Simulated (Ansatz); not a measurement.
# Y on Cu(100): change of the work function, part 2 of 4

How does one ordered layer of Y (bridge site) change the work function of Cu(100), and what dipole does each adsorbate carry?

Ansatz 0.2.0; plane-wave DFT, PBE, Ansatz PAW.

So far, work function, upper face (eV): step 2 (the clean slab) 4.57.

## (3) Adsorbate added

System of this step: YCu16 (Y/Cu(100)). The cell holds 17 atoms: 16 Cu and 1 Y. Cell: a = 5.105 Å, b = 5.105 Å, c = 26.549 Å, α = 90.0°, β = 90.0°, γ = 90.0°. Vacuum lies along c.

The clean slab as it ended is repeated in the plane and the adsorbate is set on one face; the cell's size fixes the coverage, and the k-mesh shrinks with it to keep the sampling density about even. Adsorbate and upper layers relax, since the dipole depends on the height.

File input.yaml:

```yaml
crystal:
  lattice:
    - [5.1053109602, 0.0, 0.0]
    - [0.0, 5.1053109602, 0.0]
    - [0.0, 0.0, 26.5488077536]
  atoms:
    - { symbol: Cu, position: [0.25, 0.25, 0.3389982738] }
    - { symbol: Cu, position: [0.0, 0.0, 0.406986261] }
    - { symbol: Cu, position: [0.25, 0.25, 0.4761543358] }
    - { symbol: Cu, position: [0.0, 0.0, 0.5430740838] }
    - { symbol: Cu, position: [0.25, 0.75, 0.3389982738] }
    - { symbol: Cu, position: [0.0, 0.5, 0.406986261] }
    - { symbol: Cu, position: [0.25, 0.75, 0.4761543358] }
    - { symbol: Cu, position: [0.0, 0.5, 0.5430740838] }
    - { symbol: Cu, position: [0.75, 0.25, 0.3389982738] }
    - { symbol: Cu, position: [0.5, 0.0, 0.406986261] }
    - { symbol: Cu, position: [0.75, 0.25, 0.4761543358] }
    - { symbol: Cu, position: [0.5, 0.0, 0.5430740838] }
    - { symbol: Cu, position: [0.75, 0.75, 0.3389982738] }
    - { symbol: Cu, position: [0.5, 0.5, 0.406986261] }
    - { symbol: Cu, position: [0.75, 0.75, 0.4761543358] }
    - { symbol: Cu, position: [0.5, 0.5, 0.5430740838] }
    - { symbol: "Y", position: [0.25, 0.0, 0.6610017262] }
kpoints:
  mp_grid: { grid: [6, 6, 1] }
hamiltonian:
  xc: pbe
scf:
  occupations: { method: fermi_dirac, width: 0.1 }
  convergence: { dr2_threshold: 1.0e-08 }
efield:
  axis: 3
  dipole_correction: true
  ramp_position: 0.97
  ramp_width: 0.06
relax:
  f_tol: 0.02
  max_steps: 60
  constraints: [{ sites: [0, 1, 4, 5, 8, 9, 12, 13] }]
output:
  bader: true
  dos: { projected: true, e_range: [-8, 4] }
  write_potential: true
  write_density: true
  volumetric_format: npy
  elf: true
```

Started as:

```bash
> ansatz run input.yaml --threads 4 --pin off --max-ram 6144MiB --backend cpu --events-out ev --progress --plain --runs-dir out
```

Output:

```text
[...]
Crystal: 17 atoms, lattice volume = 691.973 Å³
Basis set: ecut = 420 eV, 13481 PW (Γ), exchange–correlation on 72×72×360 points (8 copies of the dense FFT grid, shifted against one another)
Bands: 189, of which v1, the nominal top of the filled ones, is band 158 counted from 1 (157 counted from 0)
Symmetry: 4 space group operations
[...]
k-points: 16 of 36
[...]
SCF iter   1: F=—  HF=-109844.829384 eV  |F-HF|=—  |Δ(HF+E_count)|=         —  Δρ=1.92e-3  dr2=2.34e-1  ethr=1.77e-3  p=0.202 e·Å  D=5.27e-2 V/Å  ΔV_dip=-1.40 eV  dr2_dipole=7.43e-2  V_vac-E_F(+/−)=3.09/4.49 eV  ⟨swp⟩=8.0  Hψ=12690  notcnv=0  defer=89
[...]
SCF iter  14: F=-109844.841726 eV  HF=-109844.841726 eV  |F-HF|=2.84e-8  |Δ(HF+E_count)|=   7.04e-8  Δρ=1.16e-6  dr2=7.27e-9  ethr=3.17e-12  p=0.199 e·Å  D=5.20e-2 V/Å  ΔV_dip=-1.38 eV  dr2_dipole=7.55e-13  V_vac-E_F(+/−)=3.18/4.56 eV  ⟨swp⟩=17.4  Hψ=23113  notcnv=0
SCF 1 converged in 14 iterations: F = -109844.841726 eV  dr2 = 7.27e-9
[...]
relax step   1: F+E_penalty+E_count = -109844.84172641 eV  Δ(F+E_penalty+E_count) = +0.000e0 eV  max|allowed force component| = 1.693e0 eV/Å  Δτ_max = 0.0000 Å  (14 SCF iters, accepted)
[...]
SCF iter  14: F=-109845.220962 eV  HF=-109845.220962 eV  |F-HF|=9.42e-9  |Δ(HF+E_count)|=  1.16e-10  Δρ=6.57e-7  dr2=3.89e-9  ethr=3.17e-12  p=0.204 e·Å  D=5.33e-2 V/Å  ΔV_dip=-1.42 eV  dr2_dipole=1.40e-11  V_vac-E_F(+/−)=3.15/4.56 eV  ⟨swp⟩=14.1  Hψ=21362  notcnv=0
SCF 2 converged in 14 iterations: F = -109845.220962 eV  dr2 = 3.89e-9
relax step   2: F+E_penalty+E_count = -109845.22096215 eV  Δ(F+E_penalty+E_count) = -3.792e-1 eV  max|allowed force component| = 1.803e0 eV/Å  Δτ_max = 0.1983 Å  (14 SCF iters, accepted)
SCF iter   1: F=—  HF=-109845.646452 eV  |F-HF|=—  |Δ(HF+E_count)|=         —  Δρ=3.30e-3  dr2=7.29e-2  ethr=1.56e-4  p=0.204 e·Å  D=5.33e-2 V/Å  ΔV_dip=-1.42 eV  dr2_dipole=5.42e-5  V_vac-E_F(+/−)=3.15/4.57 eV  ⟨swp⟩=5.2  Hψ=7246  notcnv=0  defer=180
[...]
SCF iter  14: F=-109845.630000 eV  HF=-109845.630000 eV  |F-HF|=3.68e-9  |Δ(HF+E_count)|=   1.86e-8  Δρ=1.05e-6  dr2=6.93e-9  ethr=3.17e-12  p=0.214 e·Å  D=5.59e-2 V/Å  ΔV_dip=-1.48 eV  dr2_dipole=3.42e-10  V_vac-E_F(+/−)=3.07/4.55 eV  ⟨swp⟩=14.3  Hψ=21609  notcnv=0
SCF 3 converged in 14 iterations: F = -109845.630000 eV  dr2 = 6.93e-9
relax step   3: F+E_penalty+E_count = -109845.63000018 eV  Δ(F+E_penalty+E_count) = -4.090e-1 eV  max|allowed force component| = 1.721e0 eV/Å  Δτ_max = 0.1942 Å  (14 SCF iters, accepted)
[...]
relax step   4: F+E_penalty+E_count = -109845.96886746 eV  Δ(F+E_penalty+E_count) = -3.389e-1 eV  max|allowed force component| = 1.261e0 eV/Å  Δτ_max = 0.1954 Å  (14 SCF iters, accepted)
[...]
relax step   5: F+E_penalty+E_count = -109846.17440682 eV  Δ(F+E_penalty+E_count) = -2.055e-1 eV  max|allowed force component| = 4.459e-1 eV/Å  Δτ_max = 0.1950 Å  (14 SCF iters, accepted)
[...]
relax step   6: F+E_penalty+E_count = -109846.31875914 eV  Δ(F+E_penalty+E_count) = -1.444e-1 eV  max|allowed force component| = 2.010e-1 eV/Å  Δτ_max = 0.2000 Å  (15 SCF iters, accepted)
[...]
relax step   7: F+E_penalty+E_count = -109846.33095733 eV  Δ(F+E_penalty+E_count) = -1.220e-2 eV  max|allowed force component| = 1.197e-1 eV/Å  Δτ_max = 0.1126 Å  (14 SCF iters, accepted)
[...]
relax step   8: F+E_penalty+E_count = -109846.34053512 eV  Δ(F+E_penalty+E_count) = -9.578e-3 eV  max|allowed force component| = 4.351e-2 eV/Å  Δτ_max = 0.0590 Å  (13 SCF iters, accepted)
SCF iter   1: F=—  HF=-109846.341110 eV  |F-HF|=—  |Δ(HF+E_count)|=         —  Δρ=3.76e-4  dr2=8.62e-4  ethr=4.59e-6  p=0.271 e·Å  D=7.09e-2 V/Å  ΔV_dip=-1.88 eV  dr2_dipole=1.44e-4  V_vac-E_F(+/−)=2.62/4.50 eV  ⟨swp⟩=2.4  Hψ=5371  notcnv=0  defer=181
[...]
SCF iter   9: F=-109846.340929 eV  HF=-109846.340929 eV  |F-HF|=5.78e-8  |Δ(HF+E_count)|=   4.18e-8  Δρ=1.03e-6  dr2=9.74e-9  ethr=3.17e-12  p=0.271 e·Å  D=7.08e-2 V/Å  ΔV_dip=-1.88 eV  dr2_dipole=3.18e-9  V_vac-E_F(+/−)=2.62/4.50 eV  ⟨swp⟩=10.8  Hψ=22213  notcnv=0
SCF 9 converged in 9 iterations: F = -109846.340929 eV  dr2 = 9.74e-9
relax step   9: F+E_penalty+E_count = -109846.34092856 eV  Δ(F+E_penalty+E_count) = -3.934e-4 eV  max|allowed force component| = 1.986e-3 eV/Å  Δτ_max = 0.0101 Å  (9 SCF iters, accepted)
NSCF: frozen V_eff on 16 k-points
[...]
SCF converged after 9 iterations
Free energy (F): -109846.340929 eV
[...]
Internal energy: -109846.095186 eV  (E = F + TS)
E sigma→0 (E₀):  -109846.218057 eV
Entropy (-TS):   -0.245742 eV (-14.455 meV/atom)
Fermi energy:    2.721127 eV
Dipole field:    D = 0.070811 V/Å  (p = 0.270787 e·Å, saw-weighted, corrected)
Work function:   Φ+ = 2.6243 eV   Φ− = 4.5043 eV
[...]
--- Forces (eV/Å), atoms counted from 1 ---
  atom   1  Cu     0.00000000    -0.00709549     0.12643095
  atom   2  Cu    -0.00398196     0.00000000    -0.02052253
  atom   3  Cu     0.00000000     0.00007599     0.00198650
  atom   4  Cu    -0.00174221     0.00000000    -0.00111256
  atom   5  Cu     0.00000000     0.00709549     0.12643095
  atom   6  Cu     0.10572181     0.00000000    -0.21857741
  atom   7  Cu     0.00000000    -0.00007599     0.00198650
  atom   8  Cu    -0.00148336     0.00000000     0.00036721
  atom   9  Cu     0.00000000    -0.01293590     0.11204526
  atom  10  Cu     0.00398196     0.00000000    -0.02052253
  atom  11  Cu     0.00000000     0.00148769    -0.00032923
  atom  12  Cu     0.00174221     0.00000000    -0.00111256
  atom  13  Cu     0.00000000     0.01293590     0.11204526
  atom  14  Cu    -0.10572181     0.00000000    -0.21857741
  atom  15  Cu     0.00000000    -0.00148769    -0.00032923
  atom  16  Cu     0.00148336     0.00000000     0.00036721
  atom  17  Y      0.00000000     0.00000000    -0.00052280
  max |Σ_I F_I| component: 5.36e-5 eV/Å
--- Band table (eV; the first three rows and the last of 16) ---
  k-point 0: bands = [... 154 lower, 2.1777, 2.2276, 2.4737, 2.4741, 2.7037, 2.7038, 2.8060, 2.9094, ... 27 higher]
  k-point 1: bands = [... 154 lower, 2.2497, 2.4311, 2.4722, 2.6333, 2.9626, 3.0288, 3.2263, 3.4367, ... 27 higher]
  k-point 2: bands = [... 154 lower, 2.1668, 2.6852, 2.8429, 3.1371, 3.3354, 3.3443, 3.3951, 3.6056, ... 27 higher]
  k-point 15: bands = [... 154 lower, 1.4231, 1.4267, 2.4019, 2.5315, 2.6206, 2.6232, 3.6917, 3.7263, ... 27 higher]
--- Relaxed structure (9 steps of the walk, 9 accepted, 0 SCFs on fresh bases) ---
  F+E_penalty+E_count = -109846.34092856 eV   max|allowed force component| = 1.986e-3 eV/Å
  atoms:
    - { symbol: Cu, position: [0.25, 0.25, 0.3389982738] }
    - { symbol: Cu, position: [0.0, 0.0, 0.406986] }
    - { symbol: Cu, position: [0.25, 0.256366, 0.476374] }
    - { symbol: Cu, position: [-0.012249, 0.0, 0.539012] }
    - { symbol: Cu, position: [0.25, 0.750000, 0.3389982738] }
    - { symbol: Cu, position: [0.0, 0.5, 0.406986] }
    - { symbol: Cu, position: [0.25, 0.743634, 0.476374] }
    - { symbol: Cu, position: [0.00424164, 0.5, 0.552210] }
    - { symbol: Cu, position: [0.750000, 0.25, 0.3389982738] }
    - { symbol: Cu, position: [0.5, 0.0, 0.406986] }
    - { symbol: Cu, position: [0.750000, 0.260026, 0.475236] }
    - { symbol: Cu, position: [0.512249, 0.0, 0.539012] }
    - { symbol: Cu, position: [0.750000, 0.750000, 0.3389982738] }
    - { symbol: Cu, position: [0.5, 0.5, 0.406986] }
    - { symbol: Cu, position: [0.750000, 0.739974, 0.475236] }
    - { symbol: Cu, position: [0.495758, 0.5, 0.552210] }
    - { symbol: Y, position: [0.25, 0.0, 0.621263] }
--- Bader charges: 17 sites ---
  site symbol  charge [e]  shift [e]
     0     Cu     -0.0249     0.0002
     1     Cu      0.0294     0.0002
     2     Cu      0.0146     0.0002
     3     Cu     -0.3311     0.0000
     4     Cu     -0.0249     0.0002
     5     Cu      0.0158     0.0001
     6     Cu      0.0146     0.0002
     7     Cu     -0.2304     0.0001
     8     Cu     -0.0184     0.0002
     9     Cu      0.0294     0.0002
    10     Cu     -0.0109     0.0001
    11     Cu     -0.3311     0.0000
    12     Cu     -0.0184     0.0002
    13     Cu      0.0158     0.0001
    14     Cu     -0.0109     0.0001
    15     Cu     -0.2305     0.0001
    16      Y      1.1117     0.0004
  estimated error of the sums over rays = 4.5e-4 e
```

Run time: 15 min. Hardware: 4 threads of Arm Neoverse V1, shared host; peak memory 3.8 GiB.

The steps of the relaxation:

```tsv
step	energy less that of the first step (eV)	largest force component (eV/Å)
1	0.0000	1.6928
2	-0.3792	1.8026
3	-0.7883	1.7208
4	-1.1271	1.2611
5	-1.3327	0.4459
6	-1.4770	0.2010
7	-1.4892	0.1197
8	-1.4988	0.0435
9	-1.4992	0.0020
```

The run keeps the 4 symmetry operations that the program found, so distortions that break them were not tested.

The atoms that moved most (Å):

```tsv
atom	dx	dy	dz	length
Y17	0.000	0.000	-1.055	1.055
Cu16	-0.022	0.000	0.243	0.244
Cu8	0.022	0.000	0.243	0.244
Cu12	0.063	0.000	-0.108	0.125
Cu4	-0.063	0.000	-0.108	0.125
Cu11	0.000	0.051	-0.024	0.057
Cu15	0.000	-0.051	-0.024	0.057
Cu7	0.000	-0.033	0.006	0.033
```

The relaxed structure:

```cif
data_structure
_symmetry_space_group_name_H-M 'P 1'
_symmetry_Int_Tables_number 1
_cell_length_a 5.1053
_cell_length_b 5.1053
_cell_length_c 26.5488
_cell_angle_alpha 90.000
_cell_angle_beta 90.000
_cell_angle_gamma 90.000
_cell_volume 691.97
loop_
_atom_site_label
_atom_site_type_symbol
_atom_site_fract_x
_atom_site_fract_y
_atom_site_fract_z
_atom_site_occupancy
Cu1 Cu 0.25000 0.25000 0.33900 1
Cu2 Cu 0.00000 0.00000 0.40699 1
Cu3 Cu 0.25000 0.25637 0.47637 1
Cu4 Cu 0.98775 0.00000 0.53901 1
Cu5 Cu 0.25000 0.75000 0.33900 1
Cu6 Cu 0.00000 0.50000 0.40699 1
Cu7 Cu 0.25000 0.74363 0.47637 1
Cu8 Cu 0.00424 0.50000 0.55221 1
Cu9 Cu 0.75000 0.25000 0.33900 1
Cu10 Cu 0.50000 0.00000 0.40699 1
Cu11 Cu 0.75000 0.26003 0.47524 1
Cu12 Cu 0.51225 0.00000 0.53901 1
Cu13 Cu 0.75000 0.75000 0.33900 1
Cu14 Cu 0.50000 0.50000 0.40699 1
Cu15 Cu 0.75000 0.73997 0.47524 1
Cu16 Cu 0.49576 0.50000 0.55221 1
Y17 Y 0.25000 0.00000 0.62126 1
```

Read from the output:

| Quantity | Value |
| --- | --- |
| energy at zero smearing | -109846.2181 eV |
| work function, upper face | 2.624 eV |
| work function, lower face | 4.504 eV |
| dipole along the normal | 0.2708 e·Å |
| step between the vacuum levels | -1.880 eV |

Running mean over 1.805 Å of the planar mean; the ramp of the sawtooth is left out. Table of electron's electrostatic potential energy less the Fermi level by z:

```tsv
z (Å)	electron's electrostatic potential energy less the Fermi level (eV)
3.5	4.50
4.0	4.50
4.5	4.50
5.0	4.50
5.5	4.49
6.0	4.47
6.5	4.38
7.0	4.04
7.5	2.66
8.0	-1.46
8.5	-6.18
9.0	-8.30
9.5	-8.63
10.0	-8.72
10.5	-8.78
11.0	-8.75
11.5	-8.60
12.0	-8.60
12.5	-8.76
13.0	-8.76
13.5	-8.38
14.0	-8.25
14.5	-8.33
15.0	-6.98
15.5	-4.35
16.0	-2.74
16.5	-2.66
17.0	-2.07
17.5	-0.496
18.0	1.11
18.5	1.96
19.0	2.33
19.5	2.50
20.0	2.57
20.5	2.60
21.0	2.62
21.5	2.62
22.0	2.62
22.5	2.62
23.0	2.62
```

The density of states has structure finer than the step of the table below, so its rows give means over 0.25 eV. Peaks (eV: height): -2.740: 96.2, -2.680: 68.6, -2.440: 69.0, -2.320: 75.9, -2.260: 76.0, -1.710: 84.9, -1.500: 96.0.

Density of states against energy, zero at the Fermi level; means over each step:

energy (eV), density of states (states/eV a cell) and a bar:
```
    -7.75        1.1 
    -7.50        1.2 
    -7.25        1.4 
    -7.00        2.6 #
    -6.75        3.0 #
    -6.50        2.0 
    -6.25        2.5 #
    -6.00        2.9 #
    -5.75        3.8 #
    -5.50        3.7 #
    -5.25        5.4 ##
    -5.00        7.7 ###
    -4.75       12.7 #####
    -4.50       20.5 ########
    -4.25       22.5 #########
    -4.00       40.9 ################
    -3.75       32.0 ############
    -3.50       33.4 #############
    -3.25       48.8 ###################
    -3.00       48.5 ###################
    -2.75       61.2 ########################
    -2.50       53.7 #####################
    -2.25       65.4 ##########################
    -2.00       67.1 ##########################
    -1.75       76.3 ##############################
    -1.50       48.5 ###################
    -1.25       11.5 ####
    -1.00        7.9 ###
    -0.75        6.1 ##
    -0.50        6.1 ##
    -0.25        8.6 ###
     0.00        6.5 ##
     0.25        8.3 ###
     0.50        9.4 ###
     0.75        9.5 ###
     1.00        9.1 ###
     1.25       10.8 ####
     1.50        5.5 ##
     1.75        9.3 ###
```

Projected DOS per atom over height of the atomic layer and energy from the Fermi level. Layers: Cu4 Cu4 Cu4 Cu4 Y from below.

Ten even steps from '_' (0.01 states/eV) to '@' (5.59 states/eV), each cell a mean:
```
________++
________**
________##
________**
________::
________::
________..
**----..__
@@**####__
%%==**##..
++******__
--====**__
::==--==__
..====--__
__::::..__
____..____
__________
__________
__________
__________
__________
__________
```
Columns: height of the atomic layer (Å) from 9 to 16.5 (not evenly spaced); rows upwards: energy from the Fermi level (eV) from -7.96 to 1.95.

Valence density in the ca plane at fractional y = 0.000, with atoms of Cu and Y within 0.2 Å of it. It is the smooth field of the valence electrons, not physical close to the nuclei.

Ten steps, logarithmic in the rise over the least value, from '0' (0 e/Å³) to '9' (51 e/Å³), each cell a mean:
```
00000002687300001489520000000000000000000000
00000001343100001245310000000000000000000000
00000000111000000111100000000000000000000000
00000000010000000011000000000000000000000000
00000001122100000133100000000000000000000000
00000002575200001377410000000000000000000000
00000003798310001599620000000000000000000000
00000002687300001477411111100000000000000000
00000001343100000133211233210000000000000000
00000000111000000011111344320000000000000000
00000000010000000000002344420000000000000000
00000001122100000112111344310000000000000000
00000002575200001256311122100000000000000000
00000003798310001599620000000000000000000000
```
Columns run along c (16.0 Å, from fractional 0.29 to 0.89 of the cell), rows up along a (5.1 Å). Atoms in or near the plane, at fractional coordinates: Cu at (0.41, 0.00), Cu at (0.54, 0.99), Cu at (0.41, 0.50), Cu at (0.54, 0.51), Y at (0.62, 0.25).

ELF in the ca plane at fractional y = 0.000, with atoms of Cu and Y within 0.2 Å of it. It is the smooth field of the valence electrons, not physical close to the nuclei.

Ten even steps from '0' (0.00) to '9' (0.85), each cell a mean:
```
12223322475222221278323310011233210000000000
12223322222223222233223431112221100000000000
12222332222233233222223332222211000000000000
12222233222333233322233332222111000000000000
12222332222223232222223432112221100000000000
12223322343222221255223321111222110000000000
12233322696212221389423211001233211000000000
12223322475222222256322356421234421000000000
12223322222222222222223799952134432100000000
12222332222232233222325987973134542100000000
12222233222332223323325976983124542100000000
12222332222222233222224899972134432100000000
12223322343222222233222588731134432100000000
12233322696212221389423222211234321000000000
```
Columns run along c (16.0 Å, from fractional 0.29 to 0.89 of the cell), rows up along a (5.1 Å). Atoms in or near the plane, at fractional coordinates: Cu at (0.41, 0.00), Cu at (0.54, 0.99), Cu at (0.41, 0.50), Cu at (0.54, 0.51), Y at (0.62, 0.25).

Electrostatic potential energy in the ca plane at fractional y = 0.000, with atoms of Cu and Y within 0.2 Å of it. With pseudopotentials it is smooth inside the atoms' cores, unlike the true potential.

Values in eV, 8 rows by 16 columns, each cell a mean:
```
  6   5  -5 -41  -4   4 -31 -26   3   3   4   5   6   6   6   6
  6   3   3  -3   3   3  -2  -1   6   5   5   6   6   6   6   6
  6   3   2 -12   2   3 -10  -7   6   5   5   6   6   6   6   6
  6   6  -8 -48  -6   4 -37 -32   2   1   4   5   6   6   6   6
  6   5  -5 -41  -4   4 -26 -23 -13 -19   0   5   6   6   6   6
  6   3   3  -3   3   3   1  -1 -36 -45  -3   4   6   6   6   6
  6   3   2 -12   2   4  -4  -5 -31 -41  -2   4   6   6   6   6
  6   6  -8 -48  -6   4 -34 -30  -6 -10   2   5   6   6   6   6
```
Columns run along c (16.0 Å, from fractional 0.29 to 0.89 of the cell; values clipped at the 3rd and 97th percentile), rows up along a (5.1 Å). Atoms in or near the plane, at fractional coordinates: Cu at (0.41, 0.00), Cu at (0.54, 0.99), Cu at (0.41, 0.50), Cu at (0.54, 0.51), Y at (0.62, 0.25).

The relaxation took 9 steps and lowered the energy by 1.5 eV; the largest force on the free atoms ends at 0.0020 eV/Å.

By hand: a sheet of dipoles makes a step −p/(ε₀A) in the electron's potential. With e/ε₀ = 180.95 V·Å, p = 0.2708 e·Å and A = 26.06 Å², that is −180.95 × (0.2708) / 26.06 = -1.880 eV, and the two vacuum levels of the run differ by -1.880 eV.

The covered face has 2.62 eV, -1.95 eV against the clean one; the bare back face has moved by -0.08 eV, a measure of how thin the slab is.

## (4) Work function against coverage

This step: plane-wave DFT, PBE, Ansatz PAW; work function against coverage (Ansatz 0.2.0).

The runs are now put side by side.

Numbers from this step:

| Item | Value |
| --- | --- |
| work function of the clean face | 4.571 eV |
| largest change of the work function | -1.946 eV |

The work function of the covered face by coverage:

```tsv
coverage (adsorbates/nm²)	work function of the covered face (eV)
0.00	4.57
3.84	2.62
```

The dipole per adsorbate comes from the change of the cell's dipole. Coverage, by row:

```tsv
coverage (1/nm²)	coverage (ML)	work function (eV)	change (eV)	dipole per adsorbate, positive end outwards (debye)	mean height of the added atoms over the highest substrate atom (Å)
3.837	0.25	2.624	-1.946	1.293	1.833
```

(Continued in part 3 of 4.)

[Long decimals in the printed logs are rounded to 6 places.]

[Logs are printed without paths, hosts, clocks, repeated set-up lines and the standing remarks that a program may print on its own settings, such as how far it seeks lower states.]

[Hosts, paths, dates, database ids (printed as entryN), source tags and the programs' standing remarks are cut or masked in the printed files.]

[Maps of the electrostatic potential energy from Ansatz leave out the sawtooth potential of an applied field or a dipole correction, so their vacuum need not be flat; planar profiles and work functions include it.]

[The density of states shown here was stored with 400 of the rows of the run's finer table, so its peaks can read low, often by over a quarter, or be missed, and its means over a window can be off by a tenth or more.]
